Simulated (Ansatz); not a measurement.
# How AgCl (Chlorargyrite, Fm-3m) expands on warming, part 2 of 3

Aim: the lattice, expansion, heat capacity and bulk modulus of AgCl (Chlorargyrite) as it warms.

Measurements to reproduce:
- volume expansion coefficient 98.7 1e-6/K near room temperature (given in “Descriptors for thermal expansion in solids”, 2017, arXiv:1701.03966)
- heat capacity C_P per formula unit 53 J/mol/K near room temperature (given in “High-Throughput Prediction of Finite-Temperature Properties using the Quasi-Harmonic Approximation”, 2016, arXiv:1603.06924)

Ansatz 0.2.0; DFT RPBE, scalar-relativistic, plane waves, PAW.

So far. Step 2 (Probe on a coarse mesh): The start is under 7.2 GPa at this level and looks like an insulator or semiconductor on this mesh. Step 5 (Tight relaxation): The residual pressure is -0.0045 GPa, small enough for phonons.

The database entry behind the starting cell differs from later determinations by our own check (an axis about 1.4 % short against later determinations), so it need not match the best structure at ambient conditions.

## 6. A faulty attempt

This input was changed on purpose, to see how the program answers.

input.yaml reads:

```yaml
crystal:
  lattice:
    - [0.0, 2.8843978006, 2.8843978006]
    - [2.8843978006, 0.0, 2.8843978006]
    - [2.8843978006, 2.8843978006, 0.0]
  atoms:
    - { symbol: Ag, position: [0.0, 0.0, 0.0] }
    - { symbol: Cl, position: [0.5, 0.5, 0.5] }
kpoints:
  mp_grid: { grid: [8, 8, 8] }
hamiltonian:
  xc: rpbe
scf:
  occupations: { method: fixed }
  max_iter: 60
output:
  eigenvalues: true
phonons:
  method: dfpt
  qmesh: [4, 4, 4]
  thermal_expansion: { tmax: 1000 }
```

Run with:

```console
$ ansatz run input.yaml --threads 4 --pin off --max-ram 8192MiB --backend cpu --events-out ev --progress --plain --runs-dir out
```

Numbers of over 12 decimals in the logs are rounded to 6 here.

The program printed:

```text
Error: YAML parse error: error: line 21 column 24: unknown field `tmax`, expected one of pressure
  --> <input>:21:24
   |
19 |   method: dfpt
20 |   qmesh: [4, 4, 4]
21 |   thermal_expansion: { tmax: 1000 }
   |                        ^ unknown field `tmax`, expected one of pressure
```

Elapsed: 0.02 s, on 4 threads of Intel Xeon Platinum 8559C (Emerald Rapids), shared host; peak memory 0.031 GiB.

The input was rejected at the start.

The program's message: “Error: YAML parse error: error: line 21 column 24: unknown field `tmax`, expected one of pressure
  --> <input>:21:24
   |
19 |   method: dfpt
20 |   qmesh: [4, 4, 4]
21 |   thermal_expansion: { tmax: …”

The fault put into the input: a key of another program.

## 7. The quasi-harmonic study

The study relaxes the crystal at several strains, solves the phonons on some of them and minimises the free energy at each temperature (static energy, vibrations, the electrons in a metal, and PV under a set pressure); the q-mesh sets how far the force constants reach.

input.yaml, as its differences from that of step 6:

```diff
@@ -14,3 +14,2 @@
   occupations: { method: fixed }
-  max_iter: 60
 output:
@@ -20,2 +19,3 @@
   qmesh: [4, 4, 4]
-  thermal_expansion: { tmax: 1000 }
+  temperatures: { t_max: 500.0, t_step: 25 }
+  thermal_expansion: {}
```

The program printed:

```text
The last accepted step is kept in <dir> (removed where the run ends without a failure and the disk answers)
Engine: ansatz 0.2.0, x86_64-unknown-linux-gnu
Pseudopotentials: kind: paw
Pseudopotential: Ag, paw, valence charge 19, recommended cutoff 420 eV (normal), Ag.paw.azcp
Pseudopotential: Cl, paw, valence charge 7, recommended cutoff 420 eV (normal), Cl.paw.azcp
Functional definition: RPBE
  parameter kappa = 0.804
  parameter beta = 0.066725
  exchange = rpbe_x(kappa = kappa, mu = beta*pi^2/3)
  correlation = pbe_c(beta = beta)
Crystal: 2 atoms, lattice volume = 47.995 Å³
Basis set: ecut = 487.2 eV, 1211 PW (Γ), exchange–correlation on 60×60×60 points (8 copies of the dense FFT grid, shifted against one another)
Bands: 17, of which v1, the nominal top of the filled ones, is band 13 counted from 1 (12 counted from 0)
Symmetry: 48 space group operations
Space group: Fm-3m (ITA 225), of the structure as read, at distance tolerance 3.6e-5 Å
k-points: 29 of 512
Non-local potential: Ag, projectors of the file, l = 0: 3, l = 1: 2, l = 2: 2, l = 3: 1
Non-local potential: Cl, projectors of the file, l = 0: 2, l = 1: 2, l = 2: 2
PAW form: soft (Blöchl's): semilocal exchange-correlation on the pseudo side does not see the compensation charge
PAW frozen core: Ag, regenerated for the run's functional, and the local potential with it (the file was generated under x = pbe(κ = 0.804, μ = 0.219515), c = pbe(β = 0.066725))
PAW frozen core: Cl, regenerated for the run's functional, and the local potential with it (the file was generated under x = pbe(κ = 0.804, μ = 0.219515), c = pbe(β = 0.066725))
PAW one-centre angular grid: Ag, 590 points (default); XC on 64 Gauss nodes
PAW one-centre angular grid: Cl, 110 points (default); XC on 64 Gauss nodes
Initial density: superposition of atomic densities (neutral atoms: chi_scale 0, normalization atom), corrected by the library's trained network
Initial wavefunctions: pseudopotential atomic-orbital guess
Functional: x = rpbe, c = pbe(β = 0.066725)
SCF iter   1: F=—  HF=-8682.706483 eV  |F-HF|=—  |Δ(HF+E_count)|=         —  Δρ=4.82e-3  dr2=1.16e-2  ethr=1.77e-3  ⟨swp⟩=4.8  Hψ=2050  notcnv=0  defer=53
preconditioner: auto → none  [insulator: Δε(μ)=1.215 eV  Ē_g=10.615 eV  n_scr=14 (ndim 8)  ℏωp=22.7 eV  f_vac=0.055  ε∞_Penn≈5.6]
SCF iter   2: F=—  HF=-8682.704907 eV  |F-HF|=—  |Δ(HF+E_count)|=   1.58e-3  Δρ=2.05e-3  dr2=9.81e-4  ethr=4.45e-5  ⟨swp⟩=2.5  Hψ=1061  notcnv=0  defer=55
SCF iter   3: F=—  HF=-8682.704760 eV  |F-HF|=—  |Δ(HF+E_count)|=   1.46e-4  Δρ=8.48e-4  dr2=2.36e-4  ethr=3.77e-6  ⟨swp⟩=2.2  Hψ=900  notcnv=0  defer=55
SCF iter   4: F=—  HF=-8682.704792 eV  |F-HF|=—  |Δ(HF+E_count)|=   3.14e-5  Δρ=3.88e-4  dr2=8.87e-5  ethr=9.06e-7  ⟨swp⟩=2.0  Hψ=735  notcnv=0  defer=55
[...]
relax step   1: F+E_penalty+E_count = -8682.70478579 eV  Δ(F+E_penalty+E_count) = +0.000e0 eV  max|allowed force component| = 2.051e-29 eV/Å  Δτ_max = 0.0000 Å  (8 SCF iters, accepted)
SCF converged after 8 iterations
Free energy (F): -8682.704786 eV
Harris-Foulkes:  -8682.704786 eV  (|F-HF|=1.82e-12)
Internal energy: -8682.704786 eV  (E = F + TS)
E sigma→0 (E₀):  -8682.704786 eV
Fermi energy:    6.357555 eV
--- Per-component energies (eV) ---
  E_band       = -392.434560
  E_kinetic    = 688.539971
  E_local      = -3390.455449  (includes V_loc(G=0)·N_el)
  E_nonlocal   = 111.314419
  E_hartree    = 1482.546760
  E_xc         = -290.116812
  E_vxc        = -353.256197  (∫ρ·V_xc dr)
  E_paw        = -4576.504991  (= ΣΔE_a)
  E_vpaw       = -413.670947  (= ΣTr[D̂ρ^β])
  E_aug_tail   = 0.000138  (compensation charges beyond the density's cutoff)
  E_ewald      = -2707.876262
  E_core_change = -0.152561  (= ΣΔE_core)
  E_smearing   = -0.000000  (= −TS)
  E_closure    = 0.000000  (closes the sum)
  Σ components = -8682.704786   (vs F -8682.704786, Δ=0.00e0)
--- Forces (eV/Å), atoms counted from 1 ---
  atom   1  Ag    -0.00000000     0.00000000     0.00000000
  atom   2  Cl     0.00000000    -0.00000000    -0.00000000
  max |Σ_I F_I| component: 2.63e-29 eV/Å
--- Stress (GPa, compression-positive) ---
       -0.003342      -0.000000       0.000000
       -0.000000      -0.003342       0.000000
        0.000000       0.000000      -0.003342
  P = ⅓ Tr σ = -0.0033 GPa (-0.033 kbar)
--- Band table (eV; the first three rows and the last of 29) ---
  k-point 0: bands = [... 9 lower, 4.3874, 4.5111, 4.5111, 4.5111, 7.5254, 17.2271, 17.2271, 17.2271]
  k-point 1: bands = [... 9 lower, 4.3919, 4.5958, 5.1098, 5.1098, 8.1442, 15.9856, 16.8670, 16.8670]
  k-point 2: bands = [... 9 lower, 4.4820, 4.7046, 5.7256, 5.7256, 9.3591, 14.3205, 15.6335, 15.6335]
  k-point 28: bands = [... 9 lower, 4.7017, 4.7066, 4.7066, 5.4386, 10.5172, 14.3805, 14.3805, 14.4396]
── thermal expansion: 3 new cells, 3 in all ──
thermal expansion: relaxation of cell 2
thermal expansion: relaxation of cell 3
── thermal expansion: 2 new cells, 5 in all ──
thermal expansion: relaxation of cell 4
thermal expansion: lower-state search of cell 4
thermal expansion: phonons of cell 4
WARN: thermal expansion: vibrations_at_or_below_zero in the phonons of 1 cell: 4
this run last wrote the structure of step 1 to <dir>
--- Relaxed structure (1 steps of the walk, 1 accepted, 0 SCFs on fresh bases) ---
  F+E_penalty+E_count = -8682.70478579 eV   max|allowed force component| = 2.051e-29 eV/Å
  atoms:
    - { symbol: Ag, position: [0.0, 0.0, 0.0] }
    - { symbol: Cl, position: [0.500000, 0.500000, 0.500000] }
--- Thermal expansion: 5 cells in 2 rounds, 0 GPa ---
  no lower state was reached at cell 4
  not told: vibrations stand at or below zero in cell 4 (0.562 modes a cell, the lowest at -43.9 cm⁻¹): the crystal is at no minimum there, or its k-points are too few: type the crystal that it becomes, another pressure, or a denser kpoints.mp_grid, in a new run
  vibrations_at_or_below_zero in the phonons of 1 cell: 4
Error: vibrations stand at or below zero in cell 4 (0.562 modes a cell, the lowest at -43.9 cm⁻¹): the crystal is at no minimum there, or its k-points are too few: type the crystal that it becomes, another pressure, or a denser kpoints.mp_grid, in a new run
```

Wall time 1.8 min (4 threads); peak memory 1.4 GiB.

The run ended with an error.

The program's message: “vibrations stand at or below zero in cell 4 (0.562 modes a cell, the lowest at -43.9 cm⁻¹): the crystal is at no minimum there, or its k-points are too few: type the crystal that it becomes, another p …”

(Part 2 of 3 ends here.)

[Logs are printed without paths, hosts, clocks, repeated set-up lines and the standing remarks that a program may print on its own settings, such as how far it seeks lower states.]

[Hosts, paths, dates, database ids (printed as entryN), source tags and the programs' standing remarks are cut or masked in the printed files.]

[A step with changed settings may run another functional than the one named; its input shows which.]
